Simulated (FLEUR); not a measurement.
# Cobalt: from parallel to opposed moments

Wanted: E(θ) and the sizes of the moments of Cobalt for one turned atom.

Method: PBE; all-electron FLAPW, Dirac cores, scalar-relativistic bands, in FLEUR MaX-R8.1.

This is a report of a sequence of runs, with most program output left out.

### 1. The starting structure

Symmetry: P6_3/mmc, No. 194, hexagonal system. Conventional cell: a = 2.507 Å, b = 2.507 Å, c = 4.070 Å, α = 90.00°, β = 90.00°, γ = 120.00°. Co has 12 Co at 2.50 to 2.51 Å nearest.

### 2. Angle 0°

The parallel arrangement is the zero of the curve.

inpgen writes inp.xml from crystal.txt; cutoffs, mixing, functional, smearing and local orbitals are then set in the file. The k list scf (kpts.xml, not shown) is a Γ-centred 10×10×6 mesh; where the ranks do not divide the number of points, some are split in two of half the weight.

File inp.xml:

```
<?xml version="1.0" encoding="UTF-8" standalone="no"?>
<fleurInput fleurInputVersion="0.39">
   <comment>
      Co
   </comment>
   <calculationSetup>
      <cutoffs Kmax="3.6" Gmax="10.8" GmaxXC="10.8" numbands="0"/>
      <scfLoop itmax="90" minDistance="0.00002" maxIterBroyd="15" imix="Anderson" alpha="0.05" precondParam="0.0" spinf="2.0" sdNocoIR="T"/>
      <coreElectrons ctail="F" frcor="F" kcrel="0" coretail_lmax="0"/>
      <xcFunctional name="pbe" relativisticCorrections="F"/>
      <magnetism jspins="2" l_noco="T" l_ss="F">
         <qss>0.0 0.0 0.0</qss>
         <mtNocoParams l_mperp="F" l_mtNocoPot="F" l_relaxSQA="F" mag_mixing_scheme="0" mix_RelaxWeightOffD="1.0" l_constrained="F" mix_constr="1.0"/>
         <sourceFreeMag l_sourceFree="F" l_scaleMag="F" mag_scale="1.0"/>
      </magnetism>
      <soc l_soc="F" theta="0.0" phi="0.0" spav="F"/>
      <expertModes spex="0" secvar="F"/>
      <geometryOptimization l_f="F" forcealpha="1.0" forcemix="BFGS" epsdisp="0.00001" epsforce="0.00001"/>
      <ldaU l_linMix="F" mixParam="0.05" spinf="1.0"/>
   </calculationSetup>
   <cell>
      <bzIntegration valenceElectrons="34.0" mode="hist" fermiSmearingEnergy="0.00036749">
         <kPointListSelection listName="scf"/>
         <xi:include xmlns:xi="http://www.w3.org/2001/XInclude" href="kpts.xml"> </xi:include>
      </bzIntegration>
      <xi:include xmlns:xi="http://www.w3.org/2001/XInclude" href="sym.xml"> </xi:include>
      <bulkLattice scale="1.0">
         <bravaisMatrix>
            <row-1>    4.7382992847653478     0.0000000000188973     0.0000000000000000</row-1>
            <row-2>   -2.3691496423921228     4.1034875513345304     0.0000000000000000</row-2>
            <row-3>    0.0000000000000000     0.0000000000000000     7.6909963545095392</row-3>
         </bravaisMatrix>
      </bulkLattice>
   </cell>
   <atomSpecies>
      <species name="Cobalt (Co2.000" element="Co" atomicNumber="27">
         <mtSphere radius="2.3" gridPoints="761" logIncrement="0.016"/>
         <atomicCutoffs lmax="8" lnonsphr="6"/>
         <electronConfig flipSpins="F">
            <coreConfig>(1s1/2) (2s1/2) (2p1/2) (2p3/2)</coreConfig>
            <valenceConfig>(3s1/2) (3p1/2) (3p3/2) (4s1/2) (3d3/2) (3d5/2)</valenceConfig>
            <stateOccupation state="(3d3/2)" spinUp="1.5" spinDown="1.3"/>
            <stateOccupation state="(3d5/2)" spinUp="3.0" spinDown="1.2"/>
         </electronConfig>
         <energyParameters s="4" p="4" d="3" f="4"/>
         <lo type="SCLO" l="0" n="3" eDeriv="0"/>
         <lo type="SCLO" l="1" n="3" eDeriv="0"/>
      </species>
   </atomSpecies>
   <atomGroups>
      <atomGroup species="Cobalt (Co2.000">
         <relPos label="                   1">1.000/3.000 -1.000/3.000 1.000/4.000</relPos>
         <force calculate="T" relaxXYZ="TTT"/>
         <nocoParams  alpha="0.0" beta="0.0"/>
      </atomGroup>
      <atomGroup species="Cobalt (Co2.000">
         <relPos label="                   2">-1.000/3.000 1.000/3.000 -1.000/4.000</relPos>
         <force calculate="T" relaxXYZ="TTT"/>
         <nocoParams  alpha="0.0" beta="0.0"/>
      </atomGroup>
   </atomGroups>
   <output dos="F" band="F" slice="F">
      <bandDOS minEnergy="-.5*Htr" maxEnergy="0.5*Htr" sigma="0.015" storeEVData="T"/>
      <plotting iplot="0" polar="F">
         <plot TwoD="T" vec1="  1.0  0.0  0.0" vec2="  0.0  1.0  0.0" vec3="  0.0  0.0  1.0" zero="  0.0  0.0  0.0" file="plot"/>
      </plotting>
      <moessbauerParams electricFieldGradient="F" isomerShift="F" coreHyperfine="F" valenceHyperfine="F"/>
   </output>
</fleurInput>
```

File crystal.txt:

```
Co
&input film=F cartesian=F /
2.50739999997  0.00000000001  0.00000000000
-1.25369999999  2.17147209742  0.00000000000
0.00000000000  0.00000000000  4.06990000000
1.8897261246
1.0 1.0 1.0

2
27 0.33333333333  0.66666666667  0.25000000000 : 2.000
27 0.66666666667  0.33333333333  0.75000000000 : 2.000

&kpt div1=10 div2=10 div3=6 gamma=T /
```

The run is started by

```sh
OMP_NUM_THREADS=1 inpgen -f crystal.txt -nosym -noco > inpgen.log  # inp.xml is then edited as shown
OMP_NUM_THREADS=1 mpirun -n 4 fleur_MPI -warn_only > fleur.log
```

The job ended after 4.3 min (4 MPI ranks of Arm Neoverse V1, shared host; peak memory 0.66 GiB).

Numbers from this step:

* free energy: -75836.8356 eV
* program's band gap on this mesh (in a metal only a level spacing): 0 eV
* final state: ferromagnetic
* largest moment: 1.724 μB

After 23 cycles the largest moment stands at 1.72 μB.

### 3. Angle 30°

The spin axis of the sphere of atom 2 is set by beta, and so in every cell: a whole sublattice turns. Inside each sphere the magnetisation stays along its axis, and between the spheres it is free.

inp.xml, as its differences from that of step 2:

```diff
@@ -58,3 +58,3 @@
          <force calculate="T" relaxXYZ="TTT"/>
-         <nocoParams  alpha="0.0" beta="0.0"/>
+         <nocoParams  alpha="0.0" beta="0.5235988"/>
       </atomGroup>
```

crystal.txt is that of step 2.

Run time: 4 min. Hardware: 4 MPI ranks; peak memory 0.66 GiB.

This step gave:

| Quantity | Value |
| --- | --- |
| free energy | -75836.8030 eV |
| program's band gap on this mesh (in a metal only a level spacing) | 0 eV |
| final state | non-collinear |
| largest moment | 1.721 μB |

The turned moment is 1.72 μB, and the energy lies +32.6 meV a cell from the first angle.

### 4. Angle 60°

inp.xml, as its differences from that of step 3:

```diff
@@ -58,3 +58,3 @@
          <force calculate="T" relaxXYZ="TTT"/>
-         <nocoParams  alpha="0.0" beta="0.5235988"/>
+         <nocoParams  alpha="0.0" beta="1.0471976"/>
       </atomGroup>
```

crystal.txt is that of step 3.

The job ended after 3.7 min (4 MPI ranks; peak memory 0.67 GiB).

Spin moment in the muffin-tin sphere by atom:

```
atom  x (μB)  y (μB)  z (μB)  size
 Co1    0.00    0.00    1.68  1.68
 Co2    1.46    0.00    0.84  1.68
```

Numbers from this step:

```
free energy                                                       : -75836.7099 eV
program's band gap on this mesh (in a metal only a level spacing) : 0 eV
final state                                                       : non-collinear
```

The turned moment is 1.68 μB, and the energy lies +125.7 meV a cell from the first angle.

### 5. Angle 90°

inp.xml, as its differences from that of step 4:

```diff
@@ -58,3 +58,3 @@
          <force calculate="T" relaxXYZ="TTT"/>
-         <nocoParams  alpha="0.0" beta="1.0471976"/>
+         <nocoParams  alpha="0.0" beta="1.5707963"/>
       </atomGroup>
```

crystal.txt is that of step 4.

The job ended after 4.3 min (4 MPI ranks; peak memory 0.66 GiB).

Read from the output:

```
free energy                                                       : -75836.5777 eV
program's band gap on this mesh (in a metal only a level spacing) : 0 eV
final state                                                       : non-collinear
largest moment                                                    : 1.586 μB
```

The turned moment is 1.59 μB, and the energy lies +257.8 meV a cell from the first angle.

### 6. Angle 120°

inp.xml, as its differences from that of step 5:

```diff
@@ -58,3 +58,3 @@
          <force calculate="T" relaxXYZ="TTT"/>
-         <nocoParams  alpha="0.0" beta="1.5707963"/>
+         <nocoParams  alpha="0.0" beta="2.0943951"/>
       </atomGroup>
```

crystal.txt is that of step 5.

The job ended after 5.4 min (4 MPI ranks; peak memory 0.67 GiB; 22 min of CPU time).

Read from the output:

* free energy: -75836.4518 eV
* program's band gap on this mesh (in a metal only a level spacing): 0.003189 eV
* final state: non-collinear
* largest moment: 1.422 μB

The turned moment is 1.42 μB, and the energy lies +383.8 meV a cell from the first angle.

### 7. Angle 150°

inp.xml, as its differences from that of step 6:

```diff
@@ -58,3 +58,3 @@
          <force calculate="T" relaxXYZ="TTT"/>
-         <nocoParams  alpha="0.0" beta="2.0943951"/>
+         <nocoParams  alpha="0.0" beta="2.6179939"/>
       </atomGroup>
```

crystal.txt is that of step 6.

Run time: 6.6 min. Hardware: 4 MPI ranks; peak memory 0.68 GiB; 26 min of CPU time.

Numbers from this step:

```
free energy                                                       : -75836.3794 eV
program's band gap on this mesh (in a metal only a level spacing) : 0.008772 eV
final state                                                       : non-collinear
largest moment                                                    : 1.270 μB
```

The turned moment is 1.27 μB, and the energy lies +456.2 meV a cell from the first angle.

### 8. Angle 180°

inp.xml, as its differences from that of step 7:

```diff
@@ -58,3 +58,3 @@
          <force calculate="T" relaxXYZ="TTT"/>
-         <nocoParams  alpha="0.0" beta="2.6179939"/>
+         <nocoParams  alpha="0.0" beta="3.1415927"/>
       </atomGroup>
```

crystal.txt is that of step 7.

It took 8 min on 4 MPI ranks; peak memory 0.68 GiB; 32 min of CPU time.

Numbers from this step:

| Property | Result |
| --- | --- |
| free energy | -75836.3601 eV |
| program's band gap on this mesh (in a metal only a level spacing) | 1.06e-7 eV |
| final state | antiferromagnetic |
| largest moment | 1.117 μB |

The turned moment is 1.12 μB, and the energy lies +475.5 meV a cell from the first angle.

### 9. Another try

An input with a fault is tried, to see how the program answers.

inp.xml, as its differences from that of step 2:

```diff
@@ -7,10 +7,6 @@
       <cutoffs Kmax="3.6" Gmax="10.8" GmaxXC="10.8" numbands="0"/>
-      <scfLoop itmax="90" minDistance="0.00002" maxIterBroyd="15" imix="Anderson" alpha="0.05" precondParam="0.0" spinf="2.0" sdNocoIR="T"/>
-      <coreElectrons ctail="F" frcor="F" kcrel="0" coretail_lmax="0"/>
+      <scfLoop itmax="60" minDistance="0.00002" maxIterBroyd="15" imix="straight" alpha="0.6" precondParam="0.0" spinf="2.0" sdNocoIR="T"/>
+      <coreElectrons ctail="T" frcor="F" kcrel="0" coretail_lmax="0"/>
       <xcFunctional name="pbe" relativisticCorrections="F"/>
-      <magnetism jspins="2" l_noco="T" l_ss="F">
-         <qss>0.0 0.0 0.0</qss>
-         <mtNocoParams l_mperp="F" l_mtNocoPot="F" l_relaxSQA="F" mag_mixing_scheme="0" mix_RelaxWeightOffD="1.0" l_constrained="F" mix_constr="1.0"/>
-         <sourceFreeMag l_sourceFree="F" l_scaleMag="F" mag_scale="1.0"/>
-      </magnetism>
+      <magnetism jspins="2"/>
       <soc l_soc="F" theta="0.0" phi="0.0" spav="F"/>
@@ -22,3 +18,3 @@
       <bzIntegration valenceElectrons="34.0" mode="hist" fermiSmearingEnergy="0.00036749">
-         <kPointListSelection listName="scf"/>
+         <kPointListSelection listName="default-1"/>
          <xi:include xmlns:xi="http://www.w3.org/2001/XInclude" href="kpts.xml"> </xi:include>
@@ -52,9 +48,4 @@
          <relPos label="                   1">1.000/3.000 -1.000/3.000 1.000/4.000</relPos>
-         <force calculate="T" relaxXYZ="TTT"/>
-         <nocoParams  alpha="0.0" beta="0.0"/>
-      </atomGroup>
-      <atomGroup species="Cobalt (Co2.000">
          <relPos label="                   2">-1.000/3.000 1.000/3.000 -1.000/4.000</relPos>
          <force calculate="T" relaxXYZ="TTT"/>
-         <nocoParams  alpha="0.0" beta="0.0"/>
       </atomGroup>
```

crystal.txt is that of step 2.

The run is started by

```sh
OMP_NUM_THREADS=1 inpgen -f crystal.txt > inpgen.log  # inp.xml is then edited as shown
OMP_NUM_THREADS=1 mpirun -n 4 fleur_MPI > fleur.log
```

It took 28 s on 4 MPI ranks; peak memory 0.17 GiB.

The run stopped without converging, so none of its numbers is a property of the system.

The fault in the input: linear mixing far too strong.

After 60 cycles the density distance stands at 916 me/bohr³, far over its least value of 8.3: the cycles have run away.

Taking so much of each new density makes the cycles overshoot; a small alpha with Anderson mixing is the cure.

### 10. The angles together

Angles, by row:

```
typed angle (degrees)  final angle (degrees)  energy less that at the first angle (meV a cell)  moment of the first atom (μB)  moment of the turned atom (μB)  CPU time (s)
                    0                      0                                                 0                          1.724                           1.724          1023
                   30                     30                                             32.61                          1.721                           1.721         951.4
                   60                     60                                             125.7                          1.683                           1.683         898.5
                   90                     90                                             257.8                          1.586                           1.586          1027
                  120                    120                                             383.8                          1.422                           1.422          1299
                  150                    150                                             456.2                           1.27                            1.27          1572
                  180                    180                                             475.5                          1.117                           1.117          1928
```

This step gave:

```yaml
term_in_1_cos_theta: 241.0 meV a cell
term_in_sin2_theta: 17.43 meV a cell
```

### 11. Summary of results

```yaml
lowest_angle: 0°
energy_at_the_last_angle_less_the_first: 476 meV a cell
turned_moment: 1.12 to 1.72 μB
```

What this shows: The fit E = A (1 − cos θ) + B sin² θ gives A = 241 and B = 17.4 meV: the second term is small, and the fit misses the points by up to 9.2 meV. The turned moment changes by 35 % over the angles. The parallel arrangement is the lowest of these angles. No constraining field acts, so the moment across each sphere's axis is left out. The mesh is coarse, and there is no spin–orbit coupling. With a GGA the program warns that turned spins are meant for the LDA, so these energies are in some doubt.

[Logs and program files are shortened in this print: banners, set-up blocks, solver, clock and traceback lines can be left out without a mark of their own.]

[Logs are printed without paths, hosts, clocks, repeated set-up lines and the standing remarks that a program may print on its own settings, such as how far it seeks lower states.]

[Hosts, paths, dates, database ids (printed as entryN), source tags and the programs' standing remarks are cut or masked in the printed files.]

[Where a cell is said to come from a database of computed structures, the database is the Materials Project.]
